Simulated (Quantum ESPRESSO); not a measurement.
Consider SnO2 (Cassiterite, P4_2/mnm).

```
CELL_PARAMETERS angstrom
4.73800 0.00000 0.00000
0.00000 4.73800 0.00000
0.00000 0.00000 3.18650
ATOMIC_POSITIONS crystal
Sn 0.50000 0.50000 0.50000
Sn 0.00000 0.00000 0.00000
O 0.80710 0.19290 0.50000
O 0.69290 0.69290 0.00000
O 0.19290 0.80710 0.50000
O 0.30710 0.30710 0.00000
```

Absorber: atom 1, with 6 O at 2.05 Å (distorted octahedral, site symmetry mmm). Method: Quantum ESPRESSO XSpectra, PBE, full core hole (charged cell), 12-atom cell with 5.7 Å between holes, 4×4×4 k points, dipole transitions, Lorentzian half width 4.25 eV (not a setting of the program: the run's 0.4 eV curve was folded afterwards with a further Lorentzian).

Predict the near-edge structure at the Sn K edge.

Main maxima up to 30 eV above the zero (height): 8.8 eV (1.40). A K edge sees empty p states on the absorber. 

The Sn K spectrum (energy from the lowest empty level; intensity scaled to a mean of 1 over the first 20 eV; folded afterwards to Lorentzian half width 4.25 eV; the points at xe0, where the cut of filled states can leave a spike, are interpolated; polarised curves are means over the symmetry-equivalent atoms):

```tsv
E (eV)	isotropic	ε ⊥ c	ε ∥ c
-2.0	0.28	0.30	0.26
-1.5	0.31	0.32	0.28
-1.0	0.33	0.35	0.30
-0.5	0.36	0.38	0.33
0.0	0.40	0.42	0.36
0.5	0.44	0.46	0.39
1.0	0.48	0.50	0.43
1.5	0.53	0.56	0.47
2.0	0.58	0.61	0.52
2.5	0.64	0.68	0.57
3.0	0.71	0.75	0.63
3.5	0.78	0.83	0.69
4.0	0.86	0.91	0.76
4.5	0.94	1.00	0.83
5.0	1.03	1.08	0.91
5.5	1.11	1.16	1.00
6.0	1.18	1.23	1.09
6.5	1.25	1.29	1.18
7.0	1.31	1.33	1.26
7.5	1.35	1.36	1.34
8.0	1.38	1.37	1.41
8.5	1.40	1.37	1.46
9.0	1.40	1.35	1.50
9.5	1.38	1.32	1.51
10.0	1.36	1.28	1.51
10.5	1.32	1.24	1.48
11.0	1.28	1.20	1.45
11.5	1.24	1.16	1.40
12.0	1.19	1.11	1.34
12.5	1.14	1.07	1.28
13.0	1.10	1.04	1.22
13.5	1.06	1.01	1.17
14.0	1.02	0.98	1.11
14.5	0.99	0.95	1.07
15.0	0.96	0.93	1.03
15.5	0.94	0.91	0.99
16.0	0.92	0.90	0.96
16.5	0.90	0.88	0.94
17.0	0.89	0.87	0.92
17.5	0.88	0.86	0.90
18.0	0.86	0.85	0.89
18.5	0.85	0.84	0.87
19.0	0.84	0.83	0.86
19.5	0.83	0.82	0.85
20.0	0.82	0.81	0.83
20.5	0.81	0.80	0.82
21.0	0.80	0.79	0.81
21.5	0.79	0.79	0.80
22.0	0.79	0.78	0.79
22.5	0.78	0.78	0.78
23.0	0.78	0.78	0.77
23.5	0.78	0.79	0.77
24.0	0.78	0.79	0.76
24.5	0.78	0.80	0.76
25.0	0.78	0.80	0.75
25.5	0.78	0.80	0.75
26.0	0.78	0.80	0.75
26.5	0.78	0.80	0.74
27.0	0.78	0.80	0.74
27.5	0.77	0.79	0.73
28.0	0.77	0.79	0.72
28.5	0.76	0.78	0.71
29.0	0.75	0.77	0.70
29.5	0.74	0.76	0.68
30.0	0.72	0.75	0.67
30.5	0.71	0.74	0.65
31.0	0.70	0.74	0.64
31.5	0.69	0.73	0.63
32.0	0.68	0.72	0.62
```

The holes are only 5.7 Å apart, so the shape is probably not converged with cell size; no larger cell was run here. The structure is a published determination, not relaxed.

[Banner, clock and machine lines of the logs are left out without a mark of their own.]

[Logs are printed without paths, hosts, clocks, repeated set-up lines and the standing remarks that a program may print on its own settings, such as how far it seeks lower states.]

[Hosts, paths, dates, database ids (printed as entryN), source tags and the programs' standing remarks are cut or masked in the printed files.]

[Lists of maxima count a maximum above −3 eV only where it reaches 4 % of the highest in the window and stands out from its surroundings by 2 % of it (1.5 % where it reaches 55 %); shoulders and weaker maxima are passed over, and of the rest the first, up to two pre-edge ones and the few strongest are named.]
